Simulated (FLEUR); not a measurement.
# Collinear magnetic orders of Gd (Gadolinium) with FLEUR, part 3 of 3

Aim: find out whether Gd (Gadolinium) carries moments, and which collinear order costs least.

FLEUR MaX-R8.1; PBE with U = 6 eV on Gd f; all-electron FLAPW, Dirac cores, scalar-relativistic bands.

So far, largest spin moment in the muffin-tin sphere (μB): step 2 (run 1 (ferro ++)) 7.38; step 3 (order 2, typed as antiferro +-) 7.32; step 4 (run 3 (antiferro q=(0,0,1/2) +-+-)) 7.37; step 5 (start 4: antiferro q=(0,1/2,0) +-+-) 7.33; step 6 (run 5 (antiferro q=(0,1/2,0) +--+)) 7.26.

### 7. Start 6: no spin polarisation

A spinless run shows what the cell costs with no moments; under a U that can hold a penalty on part-filled orbitals beside the lost exchange.

The k list default-1 (kpts.xml, not shown) is a Γ-centred 10×10×6 mesh.

inp.xml reads:

```
<?xml version="1.0" encoding="UTF-8" standalone="no"?>
<fleurInput fleurInputVersion="0.39">
   <comment>
      Gd
   </comment>
   <calculationSetup>
      <cutoffs Kmax="3.6" Gmax="10.8" GmaxXC="10.8" numbands="0"/>
      <scfLoop itmax="120" minDistance="0.0001" maxIterBroyd="15" imix="Anderson" alpha="0.05" precondParam="0.0" spinf="2.0" sdNocoIR="T"/>
      <coreElectrons ctail="T" frcor="F" kcrel="0" coretail_lmax="0"/>
      <xcFunctional name="pbe" relativisticCorrections="F"/>
      <magnetism jspins="1"/>
      <soc l_soc="F" theta="0.0" phi="0.0" spav="F"/>
      <expertModes spex="0" secvar="F"/>
      <geometryOptimization l_f="F" forcealpha="1.0" forcemix="BFGS" epsdisp="0.00001" epsforce="0.00001"/>
      <ldaU l_linMix="F" mixParam="0.05" spinf="1.0"/>
   </calculationSetup>
   <cell>
      <bzIntegration valenceElectrons="36.0" mode="hist" fermiSmearingEnergy="0.00183747">
         <kPointListSelection listName="default-1"/>
         <xi:include xmlns:xi="http://www.w3.org/2001/XInclude" href="kpts.xml"> </xi:include>
      </bzIntegration>
      <xi:include xmlns:xi="http://www.w3.org/2001/XInclude" href="sym.xml"> </xi:include>
      <bulkLattice scale="1.0">
         <bravaisMatrix>
            <row-1>    6.8710441890833946    -0.0000000000188973     0.0000000000000000</row-1>
            <row-2>   -3.4355220945416973     5.9504988182763174     0.0000000000000000</row-2>
            <row-3>    0.0000000000000000     0.0000000000000000    10.9275302881119600</row-3>
         </bravaisMatrix>
      </bulkLattice>
   </cell>
   <atomSpecies>
      <species name="Gadolinium (Gd)" element="Gd" atomicNumber="64">
         <mtSphere radius="2.8" gridPoints="925" logIncrement="0.014"/>
         <atomicCutoffs lmax="10" lnonsphr="8"/>
         <electronConfig flipSpins="F">
            <coreConfig>(1s1/2) (2s1/2) (2p1/2) (2p3/2) (3s1/2) (3p1/2) (3p3/2) (4s1/2) (3d3/2) (3d5/2) (4p1/2) (4p3/2) (4d3/2) (4d5/2)</coreConfig>
            <valenceConfig>(5s1/2) (5p1/2) (5p3/2) (6s1/2) (4f5/2) (4f7/2) (5d3/2) (5d5/2)</valenceConfig>
            <stateOccupation state="(4f5/2)" spinUp="1.500000" spinDown="1.500000"/>
            <stateOccupation state="(4f7/2)" spinUp="2.000000" spinDown="2.000000"/>
            <stateOccupation state="(5d3/2)" spinUp="0.200000" spinDown="0.200000"/>
            <stateOccupation state="(5d5/2)" spinUp="0.300000" spinDown="0.300000"/>
         </electronConfig>
         <energyParameters s="6" p="6" d="5" f="4"/>
         <ldaU l="3" U="6.0" J="0.0" l_amf="F"/>
         <lo type="SCLO" l="0" n="5" eDeriv="0"/>
         <lo type="SCLO" l="1" n="5" eDeriv="0"/>
      </species>
   </atomSpecies>
   <atomGroups>
      <atomGroup species="Gadolinium (Gd)">
         <relPos label="                   1">1.000/3.000 -1.000/3.000 1.000/4.000</relPos>
         <relPos label="                   2">-1.000/3.000 1.000/3.000 -1.000/4.000</relPos>
         <force calculate="T" relaxXYZ="TTT"/>
      </atomGroup>
   </atomGroups>
   <output dos="F" band="F" slice="F">
      <bandDOS minEnergy="-.5*Htr" maxEnergy="0.5*Htr" sigma="0.015" storeEVData="T"/>
      <plotting iplot="0" polar="F">
         <plot TwoD="T" vec1="  1.0  0.0  0.0" vec2="  0.0  1.0  0.0" vec3="  0.0  0.0  1.0" zero="  0.0  0.0  0.0" file="plot"/>
      </plotting>
      <moessbauerParams electricFieldGradient="F" isomerShift="F" coreHyperfine="F" valenceHyperfine="F"/>
   </output>
</fleurInput>
```

crystal.txt reads:

```
Gd
&input film=F cartesian=F /
3.63600000002  -0.00000000001  0.00000000000
-1.81800000001  3.14886836818  0.00000000000
0.00000000000  0.00000000000  5.78260000000
1.8897261246
1.0 1.0 1.0

2
64 0.33333333333  0.66666666667  0.25000000000
64 0.66666666667  0.33333333333  0.75000000000

&kpt div1=10 div2=10 div3=6 gamma=T /
```

Command:

```
$ OMP_NUM_THREADS=1 inpgen -f crystal.txt > inpgen.log  # inp.xml is then edited as shown
$ OMP_NUM_THREADS=1 mpirun -n 4 fleur_MPI > fleur.log
```

The program printed:

```text
[banner, memory and clock lines left out]
Welcome to FLEUR        (www.flapw.de)
      MaX-Release 8.1          (www.max-centre.eu)

 ========== k-point set info ==========
 Selected k-point list: default-1
 k-point list type: mesh
 10 x 10 x 6
 Number of k points: 56

 [... set-up left out ...]
 no density matrix found ... skipping LDA+U
 Reset of history
 Iteration:     1   Distance:      72.12166626 me/bohr^3
 Iteration:     2   Distance:      64.83997818 me/bohr^3
 Iteration:     3   Distance:      39.69977795 me/bohr^3
[...]
<sumOfEigenvalues value="   -13882.9318761593">
               <coreElectrons value="-13876.0207656838"/>
               <valenceElectrons value="-6.9111104755"/>
            </sumOfEigenvalues>
         [... left out ...]
            <freeEnergy value="-22560.3278080984"/>
            <extrapolationTo0K value="-22560.3244251667"/>
         </totalEnergy>
         [... left out ...]
         <ldaUDensityMatrixConvergence>
            <distance spin="1" distance="0.000000"/>
         </ldaUDensityMatrixConvergence>
         <densityConvergence units="me/bohr^3">
            <chargeDensity spin="1" distance="0.0000109187"/>
         </densityConvergence>
      </iteration>
```

Run time: 80 s. Hardware: 4 MPI ranks of Intel Xeon Platinum 8259CL at 2.50GHz (Skylake/Cascade Lake), shared host; peak memory 0.23 GiB.

This step gave:

* free energy: -613897.7938 eV
* program's band gap on this mesh (in a metal only a level spacing): 0.004472 eV
* final state: non-magnetic (no spin polarisation)

It lies 10659 meV a seeded atom over the first start.

### 8. The states side by side

Free energies are divided by the number of seeded atoms, so that cells of unlike size compare. Wavevectors q in the names are fractions of the primitive cell's reciprocal vectors.

Orders:

```csv
start,final state,typed order kept,energy over the lowest (meV a seeded atom),largest sphere moment (μB),net moment (μB a primitive cell),mesh matched,CPU time (s)
ferro ++,ferromagnetic,yes,0,7.377,15.55,yes,221.4
antiferro +-,antiferromagnetic,yes,40.72,7.318,0,yes,413.8
"antiferro q=(0,0,1/2) +-+-",antiferromagnetic,yes,22.5,7.368,0,yes,856.1
"antiferro q=(0,1/2,0) +-+-",antiferromagnetic,yes,48.78,7.33,0,yes,2109
"antiferro q=(0,1/2,0) +--+",antiferromagnetic,yes,67.06,7.258,0,yes,1971
no spin polarisation,non-magnetic,-,10659,0,0,yes,320.6
```

### 9. Results

- lowest state found: ferromagnetic (typed ferro ++)
- largest site spin moment: 7.38 μB
- next finished state: antiferromagnetic, 22.5 meV a seeded atom higher
- spinless run over the lowest (under a U no clean measure of the moments): 10659 meV a seeded atom

What this shows: The lowest state found is ferromagnetic, reached from the start ferro ++, with moments up to 7.38 μB. The next finished state costs 22 meV a seeded atom. Under a U a spinless run can be left with part-filled orbitals, which the U penalises, or fall into a low-spin state, so its energy is no clean measure of what the moments gain. This is the lowest of 6 finished starts, no proof of the ground state. The f shell is half filled, so the spin-only picture is fair.

[Logs and program files are shortened in this print: banners, set-up blocks, solver, clock and traceback lines can be left out without a mark of their own.]

[Logs are printed without paths, hosts, clocks, repeated set-up lines and the standing remarks that a program may print on its own settings, such as how far it seeks lower states.]

[Hosts, paths, dates, database ids (printed as entryN), source tags and the programs' standing remarks are cut or masked in the printed files.]

[Where a cell is said to come from a database of computed structures, the database is the Materials Project.]
